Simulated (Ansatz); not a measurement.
# SnPt (model cell, started as zinc blende): following an unstable mode, part 3 of 3

Which phase does SnPt (model cell, started as zinc blende) fall into along its unstable mode, and how much energy does it gain?

Ansatz 0.2.0; DFT LDA, scalar-relativistic, plane waves, PAW.

So far. Step 5 (Energy along the mode, all amplitudes (two of the runs …): The lowest of the steps tried is at 0.22 Å, 2.23 meV/atom below the parent; the bottom of the well need not coincide with a step. Step 7 (The new phase in its own primitive cell): The forces vanish by symmetry and the pressure is -0.001 GPa, within the tolerances set. The cell now holds 19.59 Å³/atom. The relaxed cell has a = 4.092, c = 5.405 Å (conventional setting).

The structure was built from a prototype and need not be the compound's stable phase.

**8. Modes of the new phase, k-mesh 12×12×8**

A relaxed structure may still be a saddle point, so its zone-centre modes are computed. No field response is asked, since the mesh shows no gap.

Contents of input.yaml:

```yaml
crystal:
  lattice:
    - [4.09201978, 0.0, 0.0]
    - [-2.04600989, 3.5437930822, 0.0]
    - [0.0, 0.0, 5.4050259017]
  atoms:
    - { symbol: Pt, position: [0.0, 0.0, 0.5] }
    - { symbol: Pt, position: [0.0, 0.0, 0.0] }
    - { symbol: Sn, position: [0.6666666667, 0.3333333333, 0.75] }
    - { symbol: Sn, position: [0.3333333333, 0.6666666667, 0.25] }
kpoints:
  mp_grid: { grid: [12, 12, 8] }
hamiltonian:
  xc: lda
scf:
  occupations: { method: methfessel_paxton, width: 0.15 }
output:
  eigenvalues: true
phonons:
  method: dfpt
```

The run is started by

```console
$ ansatz run input.yaml --threads 4 --pin off --max-ram 7168MiB --backend cpu --events-out ev --progress --plain --runs-dir out
```

Numbers of over 12 decimals in the logs are rounded to 6 here.

The program printed:

```text
[...]
Crystal: 4 atoms, lattice volume = 78.380 Å³
Basis set: ecut = 420 eV, 1555 PW (Γ), exchange–correlation on 60×60×80 points (8 copies of the dense FFT grid, shifted against one another)
Bands: 39, of which v1, the nominal top of the filled ones, is band 32 counted from 1 (31 counted from 0)
Symmetry: 24 space group operations
k-points: 320 of 1152 (irreducible under 2 space group operations, time reversal used)
[...]
SCF iter   1: F=—  HF=-36251.431375 eV  |F-HF|=—  |Δ(HF+E_count)|=         —  Δρ=7.47e-3  dr2=2.39e-2  ethr=1.77e-3  ⟨swp⟩=6.8  Hψ=50070  notcnv=0  defer=16
[...]
SCF iter   8: F=-36251.422184 eV  HF=-36251.422184 eV  |F-HF|=7.28e-12  |Δ(HF+E_count)|=  9.46e-11  S|Δr|=    0.00e0  Δρ=1.11e-7  dr2=5.51e-12  ethr=1.00e-12  ⟨swp⟩=8.7  Hψ=75127  notcnv=0
SCF 1 converged in 8 iterations: F = -36251.422184 eV  dr2 = 5.51e-12
[...]
DFPT response loops at Γ: preconditioner auto → Kerker (q_TF=auto, 2.638 Å⁻¹) (partly filled bands, converged f_vac=0.011); β = 1.00, the filter's whole step (`scf.mixing.beta` (0.50) is not read by the response loops under this deck's `scf.mixing.preconditioner`; to damp them name `kerker` or `kerker_dos`, under which they read `scf.mixing.beta`, and type it under 1.00, their step now; both keys bind the ground state too); Broyden in place of MSR1
SCF converged after 8 iterations
[...]
Free energy (F): -36251.422184 eV
[...]
Internal energy: -36251.422201 eV  (E = F + TS)
E sigma→0 (E₀):  -36251.422189 eV
Entropy (-TS):   0.000017 eV (0.004 meV/atom)
Fermi energy:    16.367026 eV
[...]
--- Band table (eV; the first three rows and the last of 320) ---
  k-point 0: bands = [... 28 lower, 14.4249, 14.4249, 17.6817, 18.1243, 18.1243, 20.1571, 21.1635, 21.7284, ... 3 higher]
  k-point 1: bands = [... 28 lower, 14.2367, 14.2367, 17.3654, 18.3773, 18.3773, 20.4269, 20.5919, 21.6676, ... 3 higher]
  k-point 2: bands = [... 28 lower, 13.8102, 13.8102, 16.8231, 18.9934, 18.9934, 19.5435, 21.0233, 21.4651, ... 3 higher]
  k-point 319: bands = [... 28 lower, 13.3371, 13.3371, 14.7725, 14.7725, 16.1431, 16.1431, 21.6693, 21.6693, ... 3 higher]
--- Phonons (Γ-DFPT): 4 representative perturbations + reference, on 320 of 1152 k-points (Σ response iterations 12) ---
  k mesh reduced under 2 symmetry operations, with k and −k counted as one. Each operation leaves every solved perturbation unchanged. A smaller set is not used because it would not reduce the number of displacements times k-points to solve
  ASR residual: 5.920e-5 → 0.000e0 eV/Å²; symmetrization residual: 6.287e-5 eV/Å²
  ASR residual per site (eV/Å²): 5.92e-5 5.92e-5 3.81e-6 3.81e-6
  Γ frequencies (cm⁻¹): 0.00 0.00 0.00 79.43 79.43 123.26 145.41 145.41 151.93 168.86 168.86 197.35
  non-analytic LO–TO correction: not included (Born effective charges unavailable; polar crystals: no LO–TO splitting at Γ)
```

Elapsed: 2 min, on 4 threads of Arm Neoverse V2, shared host; peak memory 3 GiB; 7.7 min of CPU time.

This step gave:

* sum-rule residual before enforcement: 5.92e-5 eV/Å²
* point group: 6/mmm
* highest optical mode at the zone centre (no LO-TO term): 197.3 cm⁻¹
* lowest optical zone-centre mode: 79.43 cm⁻¹

Patterns of degenerate modes are one choice out of their space. Modes at Γ, with each element's share of the kinetic energy:

```
mode  frequency (cm⁻¹)  symmetry  Pt %  Sn %
   1               0.0  acoustic    62    38
   2               0.0  acoustic    62    38
   3               0.0  acoustic    62    38
   4              79.4       E2u   100     0
   5              79.4       E2u   100     0
   6             123.3       A2u    38    62
   7             145.4       E2g     0   100
   8             145.4       E2g     0   100
   9             151.9       B1g     0   100
  10             168.9       E1u    38    62
  11             168.9       E1u    38    62
  12             197.3       B2u   100     0
```

Displacements in mode 5 (79.4 cm⁻¹), the largest set to 1:
```
Pt1  0.00 -1.00  0.00
Pt2  0.00  1.00  0.00
Sn3  0.00  0.00  0.00
Sn4  0.00  0.00  0.00
```

Displacements in mode 9 (151.9 cm⁻¹), the largest set to 1:
```
Pt1  0.00  0.00  0.00
Pt2  0.00  0.00  0.00
Sn3  0.00  0.00  1.00
Sn4  0.00  0.00 -1.00
```

Before it was imposed, the acoustic sum rule was missed by 5.9e-5 eV/Å². Small misses are needed for a sound result but don't prove that mesh and cutoff are converged. The lowest optical mode is real, 79.4 cm⁻¹.

**9. The phases reached**

The phases reached along the modes that were followed are set side by side.

Energies are those of the first relaxation, on the mesh of the frozen mode; space group, volume and gap are those of the last relaxation. Phases, by row:

```
                   mode frozen in  space group  energy from parent (meV/atom)  volume (Å³/atom)  gap on mesh (eV)  lowest zone-centre optical mode (cm⁻¹)  largest shift (Å)
                           parent        F-43m                              0             25.76                 0                                       –                  –
q = (0.25, -0.5, -0.25), 23i cm⁻¹        I-42m                         -168.6             22.85                 0                                       –              0.726
    q = (0, -0.5, -0.5), 21i cm⁻¹         Amm2                         -298.1             19.92                 0                                   125.8              0.804
    q = (0, -0.5, -0.5), 21i cm⁻¹     P6_3/mmc                           -570             19.59                 0                                    79.4              1.023
    q = (0, -0.5, -0.5), 21i cm⁻¹     P6_3/mmc                           -570             19.59                 0                                    79.4              1.023
```

**10. What came out**

```
unstable mode of the parent                                                      : q = (0, -0.5, -0.5), 21i cm⁻¹
depth at the lowest point sampled                                                : 2.23 meV/atom
largest atomic shift at that point                                               : 0.22 Å
space group reached (within 0.01 Å)                                              : P6_3/mmc
energy gained over the parent (first relaxation, on the mesh of the frozen mode) : 570 meV/atom
volume per atom, phase reached                                                   : 19.6 Å³
lowest optical zone-centre mode, phase reached                                   : 79.4 cm⁻¹
highest optical mode at the zone centre (no LO-TO term), phase reached           : 197 cm⁻¹
```

**Reading.** Along this mode the structure falls into P6_3/mmc, 570 meV/atom below the parent. At the parent's cell the well is 2.235 meV/atom deep on the steps tried, with its lowest point at a shift of 0.22 Å. Relaxing atoms and cell changes the gain by +567.77 meV/atom against the lowest step (energies at zero smearing). Most of the total comes from this relaxation. The new phase has no imaginary mode at the zone centre of its cell; other wavevectors were not checked. Of the 4 patterns followed to their end from this parent, this one reaches the lowest energy. Each path keeps the symmetry of its pattern, so a lower phase may lie along a pattern not tried. With no gap, or one that is small against the smearing, the frequencies hang on the k mesh and the smearing, most of all near Kohn anomalies. The volume moved by more than a tenth on the k mesh of the start, so the energy gain is rough. Spin-orbit coupling is left out, which can matter for the heavy elements here. The starting cell was built on a prototype and not taken from a measurement, so the phase need not exist.

[Logs are printed without paths, hosts, clocks, repeated set-up lines and the standing remarks that a program may print on its own settings, such as how far it seeks lower states.]

[Hosts, paths, dates, database ids (printed as entryN), source tags and the programs' standing remarks are cut or masked in the printed files.]
